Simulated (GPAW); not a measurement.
# HfGe2N4 monolayer: simulated STM images

Wanted: filled- and empty-state images of HfGe2N4 monolayer, with its work function.

Program: GPAW 26.7.0. Level of theory: GPAW, PAW setups; layer in a repeated cell with vacuum, relaxation of atoms and in-plane cell, in the first sound run; inputs show where later runs differ. Results are calculated unless marked as measured.

### Step 1. Set-up

The cell holds 7 atoms: 4 N, 2 Ge and 1 Hf. Its edges and angles: a = 3.020 Å, b = 3.020 Å, c = 21.747 Å, α = 90.0°, β = 90.0°, γ = 120.0°. Vacuum lies along c.

### Step 2. Relaxation

The atoms are relaxed first, since the surface dipole, and with it the work function, follows the positions of the outer layers.

File run.py:

```python
import json
import numpy as np
from ase import Atoms
from ase.filters import FrechetCellFilter
from ase.optimize import BFGS
from gpaw import GPAW, PW

slab = Atoms(
    ['N', 'Ge', 'N', 'Hf', 'N', 'Ge', 'N'],
    positions=[
        [0.00000, 0.00000, 7.00000],
        [-0.00000, 1.74360, 7.58776],
        [-0.00000, 1.74360, 9.42776],
        [0.00000, 0.00000, 10.87348],
        [-0.00000, 1.74360, 12.31919],
        [-0.00000, 1.74360, 14.15919],
        [0.00000, 0.00000, 14.74696]],
    cell=[[3.02, 0.0, 0.0], [-1.51, 2.6154, 0.0], [0.0, 0.0, 21.747]],
    pbc=[True, True, True])

slab.calc = GPAW(mode=PW(600), xc='PBE', kpts={'size': (12, 12, 1), 'gamma': True},
                 occupations={'name': 'fermi-dirac', 'width': 0.05}, nbands='200%',
                 convergence={'density': 1e-05}, maxiter=200,
                 symmetry={'tolerance': 1e-3}, txt='slab.txt')
result = {}
# The in-plane cell is free; stress needs a cell that repeats along all three vectors
path = []
opt = BFGS(FrechetCellFilter(slab, mask=[1, 1, 0, 0, 0, 1]), maxstep=0.2)
opt.attach(lambda: path.append((slab.get_potential_energy(), slab.positions.tolist(), slab.get_forces().tolist())))
result['relaxed'] = bool(opt.run(fmax=0.02, steps=45))
result['path'] = path
result['cell'] = slab.cell.tolist()
print('in-plane lattice', slab.cell.cellpar().round(4)[[0, 1, 5]])
energy = slab.get_potential_energy()
fermi = slab.calc.get_fermi_level()
v = slab.calc.get_electrostatic_potential().mean((0, 1)) - fermi
n = slab.calc.get_pseudo_density().mean((0, 1))
L = slab.cell[2, 2]
z = np.arange(len(v)) * L / len(v)
low, high = slab.positions[:, 2].min(), slab.positions[:, 2].max()
below, above = np.interp([low - 4.8, high + 4.8], z, v)
slopes = [np.interp(x, z, np.gradient(v, z)) for x in (low - 4.8, high + 4.8)]
eps = np.array([[slab.calc.get_eigenvalues(k, s) for k in range(len(slab.calc.get_ibz_k_points()))]
                for s in range(slab.calc.get_number_of_spins())]) - fermi
top, bottom = eps[eps < 0].max(), eps[eps > 0].min()
dipole = slab.get_dipole_moment()[2]
print(f'energy {energy:.4f} eV, Fermi level {fermi:.4f} eV, dipole {dipole:.5f} e A')
print(f'potential 4.8 A off the faces, from the Fermi level: lower {below:.4f} eV, upper {above:.4f} eV')
print(f'slope of the potential there: lower {slopes[0]:.5f}, upper {slopes[1]:.5f} eV/A')
print(f'nearest levels on the mesh: {top:.4f} and {bottom:.4f} eV')
print('magnetic moment', round(slab.get_magnetic_moment(), 3))
result.update(energy=energy, fermi=fermi, dipole=dipole, below=below, above=above, slopes=slopes, edges=[top, bottom],
              z=z.tolist(), v=v.tolist(), n=n.tolist(), positions=slab.positions.tolist(),
              forces=slab.get_forces(apply_constraint=False).tolist(), moments=slab.get_magnetic_moments().tolist())
json.dump(result, open('result.json', 'w'))
```

Command:

```bash
$ OMP_NUM_THREADS=1 OPENBLAS_NUM_THREADS=1 python run.py
```

The log of the run:

```text
Step          Energy          fmax
BFGS:    0      -51.113294        4.259440
BFGS:    1      -51.579903        2.266812
BFGS:    2      -51.989542        0.993291
BFGS:    3      -52.065018        0.669491
BFGS:    4      -52.184951        0.882781
BFGS:    5      -52.283996        0.926341
BFGS:    6      -52.395412        0.727720
BFGS:    7      -52.468193        0.320737
BFGS:    8      -52.474730        0.194398
BFGS:    9      -52.470522        0.150435
BFGS:   10      -52.464619        0.193122
BFGS:   11      -52.457402        0.151145
BFGS:   12      -52.454670        0.055148
BFGS:   13      -52.456591        0.005297
in-plane lattice [  3.1146   3.1146 120.    ]
energy -52.4566 eV, Fermi level 0.6222 eV, dipole 0.00035 e A
potential 4.8 A off the faces, from the Fermi level: lower 6.0139 eV, upper 6.0181 eV
slope of the potential there: lower -0.00216, upper 0.00034 eV/A
nearest levels on the mesh: -0.8944 and 0.8465 eV
magnetic moment 0.0
```

Elapsed: 8.9 min, on 1 thread of AMD EPYC 9B45 (Zen 5), shared host; peak memory 0.55 GiB.

Numbers from this step:

| Item | Value |
| --- | --- |
| dipole along the normal | 3.49e-4 e·Å |
| levels nearest the Fermi level on the mesh | -0.8944, 0.8465 eV from the Fermi level |

The electrostatic potential energy of an electron (without an applied field's), less the Fermi level, planar mean oscillates, so the rows of the table below give means over windows of 1.04 Å about each position, cut where the curve ends. Its maxima inside the range that stand out by 2 % of the span (Å: eV): 9.0: 1.24, 10.0: -7.51, 11.7: -7.51, 12.8: 1.25. Its minima: 7.7: -21.3, 9.7: -11.0, 10.9: -24.5, 12.1: -11.0, 14.1: -21.3.

Table of electrostatic potential energy of an electron (without an applied field's), less the Fermi level, planar mean by z; means over each step:

| z (Å) | electrostatic potential energy of an electron (without an applied field's), less the Fermi level, planar mean (eV) |
| --- | --- |
| 0.52 | 6.02 |
| 1.56 | 6.02 |
| 2.60 | 6.01 |
| 3.64 | 6.01 |
| 4.68 | 5.99 |
| 5.72 | 5.53 |
| 6.76 | -5.57 |
| 7.80 | -17.2 |
| 8.84 | -1.03 |
| 9.88 | -9.08 |
| 10.92 | -19.7 |
| 11.96 | -8.20 |
| 13.00 | -1.46 |
| 14.04 | -18.2 |
| 15.08 | -3.47 |
| 16.12 | 5.66 |
| 17.16 | 6.00 |
| 18.20 | 6.02 |
| 19.24 | 6.02 |
| 20.28 | 6.02 |
| 21.32 | 6.02 |

The pseudo valence density, planar mean oscillates, so the rows of the table below give means over windows of 1 Å about each position, cut where the curve ends. Its maxima inside the range that stand out by 2 % of the span (Å: e/Å³): 7.3: 0.811, 8.2: 0.307, 9.7: 0.698, 10.8: 1.19, 12.0: 0.698, 13.6: 0.307, 14.4: 0.811. Its minima: 7.8: 0.167, 8.7: 0.205, 10.1: 0.619, 11.7: 0.619, 13.0: 0.205, 13.9: 0.167.

Table of pseudo valence density, planar mean by z; means over each step:

z (Å), pseudo valence density, planar mean (e/Å³) and a bar:
```
        4       0.00 
        5       0.00 
        6       0.07 ##
        7       0.61 ###################
        8       0.29 #########
        9       0.34 ###########
       10       0.67 #####################
       11       0.97 ##############################
       12       0.63 ###################
       13       0.27 ########
       14       0.40 ############
       15       0.47 ###############
       16       0.03 #
       17       0.00 
       18       0.00
```

The relaxation lowered the energy of the cell by 1.34 eV (energies extrapolated to zero smearing; the optimiser's log prints free energies). The largest force left on a free atom is 0.0053 eV/Å.

### Step 3. The slab's potential

The work function is the vacuum plateau of the electrostatic potential less the Fermi level; a dipole layer lets the two faces have plateaus of their own.

This step: GPAW, PAW setups; slab in vacuum (GPAW 26.7.0).

The cell differs from the one that the last finished run ended in (c 21.747 → 21.451 Å).

File run.py:

```python
import json
import numpy as np
from ase import Atoms
from ase.dft.stm import STM
from gpaw import GPAW, PW

slab = Atoms(
    ['N', 'Ge', 'N', 'Hf', 'N', 'Ge', 'N'],
    positions=[
        [-0.00000, 0.00000, 7.00000],
        [-0.00000, 1.79821, 7.60843],
        [-0.00000, 1.79821, 9.49354],
        [-0.00000, -0.00000, 10.72575],
        [-0.00000, 1.79821, 11.95794],
        [-0.00000, 1.79821, 13.84305],
        [-0.00000, 0.00000, 14.45149]],
    cell=[[3.11458, -0.0, 0.0], [-1.55729, 2.69731, 0.0], [0.0, 0.0, 21.4515]],
    pbc=[True, True, False])

slab.calc = GPAW(mode=PW(500), xc='PBE', kpts={'size': (12, 12, 1), 'gamma': True},
                 occupations={'name': 'fermi-dirac', 'width': 0.05}, nbands='200%',
                 convergence={'density': 1e-05}, maxiter=200,
                 poissonsolver={'dipolelayer': 'xy'},
                 symmetry={'tolerance': 1e-3}, txt='slab.txt')
result = {}
energy = slab.get_potential_energy()
fermi = slab.calc.get_fermi_level()
v = slab.calc.get_electrostatic_potential().mean((0, 1)) - fermi
n = slab.calc.get_pseudo_density().mean((0, 1))
L = slab.cell[2, 2]
z = np.arange(len(v)) * L / len(v)
low, high = slab.positions[:, 2].min(), slab.positions[:, 2].max()
below, above = np.interp([low - 4.8, high + 4.8], z, v)
slopes = [np.interp(x, z, np.gradient(v, z)) for x in (low - 4.8, high + 4.8)]
eps = np.array([[slab.calc.get_eigenvalues(k, s) for k in range(len(slab.calc.get_ibz_k_points()))]
                for s in range(slab.calc.get_number_of_spins())]) - fermi
top, bottom = eps[eps < 0].max(), eps[eps > 0].min()
dipole = slab.get_dipole_moment()[2]
print(f'energy {energy:.4f} eV, Fermi level {fermi:.4f} eV, dipole {dipole:.5f} e A')
print(f'potential 4.8 A off the faces, from the Fermi level: lower {below:.4f} eV, upper {above:.4f} eV')
print(f'slope of the potential there: lower {slopes[0]:.5f}, upper {slopes[1]:.5f} eV/A')
print(f'nearest levels on the mesh: {top:.4f} and {bottom:.4f} eV')
print('magnetic moment', round(slab.get_magnetic_moment(), 3))
result.update(energy=energy, fermi=fermi, dipole=dipole, below=below, above=above, slopes=slopes, edges=[top, bottom],
              z=z.tolist(), v=v.tolist(), n=n.tolist(), positions=slab.positions.tolist(),
              forces=slab.get_forces(apply_constraint=False).tolist(), moments=slab.get_magnetic_moments().tolist())

# Images need the states of the whole zone, up to time reversal
slab.calc = slab.calc.fixed_density(symmetry={'point_group': False}, txt='states.txt', nbands='320%',
                                    convergence={'bands': 'CBM+2.3'})
stm = STM(slab)
result['stm'] = []
for bias in [-1.5, 2.0]:
    height = high + 3.5
    current = stm.get_averaged_current(bias, height)
    x, y, h = stm.scan(bias, current)
    i, f = divmod(height / L * stm.ldos.shape[2], 1)
    I = abs((1 - f) * stm.ldos[:, :, int(i)] + f * stm.ldos[:, :, int(i) + 1])
    print(f'bias {bias} V: mean current at 3.5 A {current:.4e}, corrugation {np.ptp(h):.4f} A')
    result['stm'].append(dict(bias=bias, current=current, h=(h - high).tolist(), I=I.tolist()))
json.dump(result, open('result.json', 'w'))
```

The log of the run:

```text
energy -50.7868 eV, Fermi level 0.7237 eV, dipole 0.00097 e A
potential 4.8 A off the faces, from the Fermi level: lower 6.0032 eV, upper 6.0092 eV
slope of the potential there: lower -0.00109, upper 0.00109 eV/A
nearest levels on the mesh: -0.8760 and 0.8147 eV
magnetic moment 0.0
bias -1.5 V: mean current at 3.5 A 4.6066e-06, corrugation 0.2292 A
bias 2.0 V: mean current at 3.5 A 3.6905e-06, corrugation 0.1005 A
```

Elapsed: 2.2 min, on 1 thread; peak memory 0.77 GiB.

Numbers from this step:

| Quantity | Value |
| --- | --- |
| dipole along the normal | 9.67e-4 e·Å |
| levels nearest the Fermi level on the mesh | -0.8760, 0.8147 eV from the Fermi level |
| upper work function | 6.009 eV |
| lower work function | 6.003 eV |
| corrugation -1.5 | 0.2292 Å |
| corrugation 2 | 0.1005 Å |
| upper ionisation energy | 6.885 eV |

The electrostatic potential energy of an electron (without an applied field's), less the Fermi level, planar mean oscillates, so the rows of the table below give means over windows of 1.05 Å about each position, cut where the curve ends. Its maxima inside the range that stand out by 2 % of the span (Å: eV): 8.8: 1.25, 9.9: -7.50, 11.6: -7.50, 12.6: 1.25. Its minima: 7.6: -21.3, 9.5: -10.8, 10.7: -24.5, 12.0: -10.8, 13.9: -21.3.

The electrostatic potential energy of an electron (without an applied field's), less the Fermi level, planar mean by z; means over each step:

| z (Å) | electrostatic potential energy of an electron (without an applied field's), less the Fermi level, planar mean (eV) |
| --- | --- |
| 0.53 | 6.00 |
| 1.58 | 6.00 |
| 2.63 | 6.00 |
| 3.68 | 6.00 |
| 4.73 | 5.97 |
| 5.78 | 5.05 |
| 6.83 | -10.3 |
| 7.88 | -13.8 |
| 8.93 | -1.81 |
| 9.98 | -11.5 |
| 11.03 | -17.5 |
| 12.08 | -5.92 |
| 13.13 | -4.95 |
| 14.18 | -18.3 |
| 15.23 | 1.82 |
| 16.28 | 5.87 |
| 17.33 | 6.00 |
| 18.38 | 6.01 |
| 19.43 | 6.01 |
| 20.48 | 6.01 |

The pseudo valence density, planar mean oscillates, so the rows of the table below give means over windows of 1 Å about each position, cut where the curve ends. Its maxima inside the range that stand out by 2 % of the span (Å: e/Å³): 7.1: 0.815, 8.0: 0.308, 9.6: 0.694, 10.7: 1.22, 11.9: 0.694, 13.4: 0.308, 14.4: 0.815. Its minima: 7.7: 0.169, 8.4: 0.211, 10.0: 0.616, 11.5: 0.616, 13.0: 0.211, 13.8: 0.169.

Table of pseudo valence density, planar mean by z; means over each step:

z (Å), pseudo valence density, planar mean (e/Å³) and a bar:
```
        3       0.00 
        4       0.00 
        5       0.00 
        6       0.12 ####
        7       0.63 #####################
        8       0.25 ########
        9       0.41 #############
       10       0.72 #######################
       11       0.92 ##############################
       12       0.59 ###################
       13       0.26 ########
       14       0.48 ###############
       15       0.37 ############
       16       0.02 #
       17       0.00 
       18       0.00
```

Tip height over the top atom over a1 and a2. Sample bias -1.5 V, constant current at the mean current 3.5 Å over the top atom.

Ten even steps from '_' (3.38 Å) to '@' (3.61 Å):
```
@@@@@@%%%%##++==----==++##%%%%@@@@@@
@@@@@@%%##**==------==**##%%@@@@@@@@
%%%%%%%%**==--------==**%%%%%%%%%%%%
%%%%##**==--::::::--==**##%%%%%%%%%%
####**==--::____::--==**############
**++==--::______::--==++****######**
====----::____::----====++++++++++++
--------::::::--------====------====
--------------------------::::------
--==============------::::..::::----
==++********++====--::........::--==
**####%%####**++==--::..__..::--==++
##%%%%%%%%##**++--::........::--++**
%%%%@@%%%%####++--::::..::::--++####
%%@@@@%%%%####++----::::----++####%%
@@@@@@%%%%####++==------==++####%%%%
@@@@@@%%%%##**++==----==++**##%%%%@@
@@@@@@%%%%##**==------==**##%%%%@@@@
```
Columns: a1 from 0 to 0.944; rows upwards: a2 from 0 to 0.944.

Local density of states summed over the bias window over a1 and a2. Sample bias -1.5 V, constant height 3.5 Å over the top atom.

Ten even steps from '0' (2.54 × 1e-6 arbitrary) to '9' (5.83 × 1e-6 arbitrary):
```
999987654456789999
999876544456789999
998776544567789999
887765323567788888
776653113566777887
665531013556677777
554421124455666666
444433344445555555
444555544444444444
455666554444333444
566776655443223445
677777665432123456
788887765432234567
899987765433345677
999988765444456788
999988765444567889
999987765445677899
999987654445678999
```
Columns: a1 from 0 to 0.944; rows upwards: a2 from 0 to 0.944.

Tip height over the top atom over a1 and a2. Sample bias 2 V, constant current at the mean current 3.5 Å over the top atom.

Ten even steps from '0' (3.45 Å) to '9' (3.55 Å):
```
544565544445565445
346986555556896433
359976655667995333
468776545677864454
456664334666545775
555653335655556765
545543345545444444
445554555444433344
345666654333222233
445676544331111133
556776554310000134
558985544210001244
469964543210012345
456545643210123465
344347743211234774
343357644333446753
553345544334455433
853344554345544335
```
Columns: a1 from 0 to 0.944; rows upwards: a2 from 0 to 0.944.

Local density of states summed over the bias window over a1 and a2. Sample bias 2 V, constant height 3.5 Å over the top atom.

Values in units of 1e-6 arbitrary, 12 rows by 16 columns, each cell a mean:
```
3.7 3.7 3.8 3.8 3.8 3.8 3.7 3.7 3.7 3.8 3.8 3.8 3.8 3.7 3.6 3.7
3.6 3.8 3.9 3.9 3.9 3.8 3.8 3.8 3.8 3.8 3.9 4.0 3.9 3.7 3.6 3.6
3.7 3.8 3.9 3.9 3.8 3.7 3.7 3.7 3.8 3.9 3.9 3.8 3.7 3.7 3.8 3.7
3.7 3.8 3.8 3.8 3.7 3.5 3.6 3.7 3.8 3.8 3.8 3.7 3.7 3.8 3.8 3.7
3.7 3.7 3.8 3.8 3.7 3.6 3.7 3.8 3.7 3.7 3.7 3.7 3.7 3.7 3.7 3.7
3.6 3.7 3.8 3.8 3.8 3.8 3.8 3.7 3.6 3.6 3.6 3.6 3.6 3.6 3.6 3.6
3.7 3.8 3.8 3.9 3.9 3.8 3.7 3.7 3.6 3.5 3.4 3.3 3.3 3.4 3.5 3.6
3.7 3.8 3.9 3.9 3.8 3.8 3.7 3.7 3.5 3.4 3.2 3.2 3.3 3.4 3.6 3.7
3.7 3.8 3.9 3.8 3.7 3.7 3.7 3.6 3.5 3.3 3.2 3.3 3.5 3.6 3.7 3.7
3.6 3.7 3.7 3.7 3.8 3.8 3.7 3.6 3.5 3.4 3.4 3.5 3.6 3.7 3.8 3.7
3.6 3.7 3.6 3.6 3.8 3.8 3.7 3.7 3.6 3.6 3.6 3.7 3.7 3.8 3.7 3.6
3.9 3.7 3.6 3.6 3.7 3.7 3.7 3.7 3.6 3.7 3.7 3.7 3.7 3.7 3.6 3.7
```
Columns: a1 from 0 to 0.944; rows upwards: a2 from 0 to 0.944.

The layer is gapped, so the Fermi level lies somewhere inside the gap, set by smearing and numerics, and these work functions are no property of the material; the band edges below the vacuum level are. The potential is flat to 0.001 eV/Å where it is read, so the vacuum is wide enough.

### Step 4. Results

| Property | Result |
| --- | --- |
| work function, upper and lower face (Fermi level placed in the gap by the smearing) | 6.009 and 6.003 eV |
| ionisation energy from the upper face (highest filled level on the mesh) | 6.89 eV |
| electron affinity from the upper face (lowest empty Kohn-Sham level on the mesh) | 5.19 eV |
| dipole along the normal | 9.7e-4 e Å, near the numerical noise |
| corrugation at -1.5 V | 0.229 Å |
| corrugation at 2 V | 0.101 Å as printed, 0.070 Å or less without short-wave noise |

What this shows: At 2 V GPAW's map carries short-wave noise, which can't be real at this height: without waves under 1.5 Å it spans 0.070 Å against 0.10 Å printed. The reading below uses the filtered value, which may still be too high. The corrugation at constant current is largest at -1.5 V, where the tip height varies by 0.23 Å over the cell. Negative sample bias images filled states, positive bias empty ones. The levels nearest the Fermi level on the mesh lie 1.69 eV apart, so the slab is gapped there: the smearing puts the Fermi level inside the gap, and from either face the ionisation energy is the work function plus 0.88 eV. Both are Kohn-Sham levels on the mesh, and semilocal gaps are too small, so the affinity tends to come out too large and the ionisation energy too small. The images are of Tersoff-Hamann type: an s-wave tip, no tip-sample forces, heights closer than in a microscope. The starting lattice was a guess from atomic radii; the relaxation moved it by 3 %. With elements this heavy, spin-orbit coupling can move band edges by tenths of an eV. Biases count from a Fermi level whose place in the gap is arbitrary, so only their reach past the band edges has a meaning. The small printed dipole stands for a step of -21 meV from the lower to the upper face, and the probes find 6.0 meV; values this small are near the numerical noise of both. The layer's cell and atoms come from the relaxation; spin-orbit coupling and temperature are left out.

[Logs are printed without paths, hosts, clocks, repeated set-up lines and the standing remarks that a program may print on its own settings, such as how far it seeks lower states.]

[Hosts, paths, dates, database ids (printed as entryN), source tags and the programs' standing remarks are cut or masked in the printed files.]
